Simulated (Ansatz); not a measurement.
In doubt: masses and optical values from hybrid runs of this build are listed as unsure, which bears on the screening that GW takes from such a start.

Rows from a G0W0 calculation on HgC2S2N2 (C2/m) (Ansatz 0.2.0; G0W0 on HSE06, plane waves, PAW; PAW set soft_1; 4×4×4 mesh, 319 empty bands, screening to 100 eV, PAW set soft_1 files), in eV. Spin-orbit coupling is left out.

```
row                        k  band  start       Σx  Σc at the solution      Vxc
  A  (-0.500, -0.500, 0.000)    c2  8.064   -7.734              -3.589  -12.144
  B                        Γ    c2  7.767   -7.904              -3.499  -12.200
  C                        Γ    v1  2.226  -19.688               1.983  -17.155
  D  (-0.500, -0.500, 0.000)    c1  6.902  -10.884              -3.635  -15.336
  E                        Γ    c1  5.733  -10.415              -3.329  -14.453
  F  (-0.500, -0.500, 0.000)    v1  2.370  -19.694               1.934  -17.218
```

**Question.** Give the quasiparticle energies and the shift of each level.

The quasiparticle equation reads E = start + Σx + Σc(E) − Vxc.

```
row  E (eV)  shift (eV)
  A   8.885      +0.821
  B   8.563      +0.797
  C   1.676      −0.550
  D   7.720      +0.817
  E   6.442      +0.709
  F   1.829      −0.541
```

The gap over the computed points goes from 3.36 eV to 4.61 eV.

Limits: not at the basis limit; d shell near the gap, gap tends to lie low; no spin-orbit coupling.

[Paths, hosts, dates, memory and timing lines, banners, echoed tables and standing remarks are left out of the program output.]

[Logs are printed without paths, hosts, clocks, repeated set-up lines and the standing remarks that a program may print on its own settings, such as how far it seeks lower states.]

[Runs of the session that timed out or met a known fault of the program may be left out.]

[Cells called generated may have been cut or substituted from an entry of the Crystallography Open Database or the Materials Project.]

[Hosts, paths, dates, database ids (printed as entryN), source tags and the programs' standing remarks are cut or masked in the printed files.]
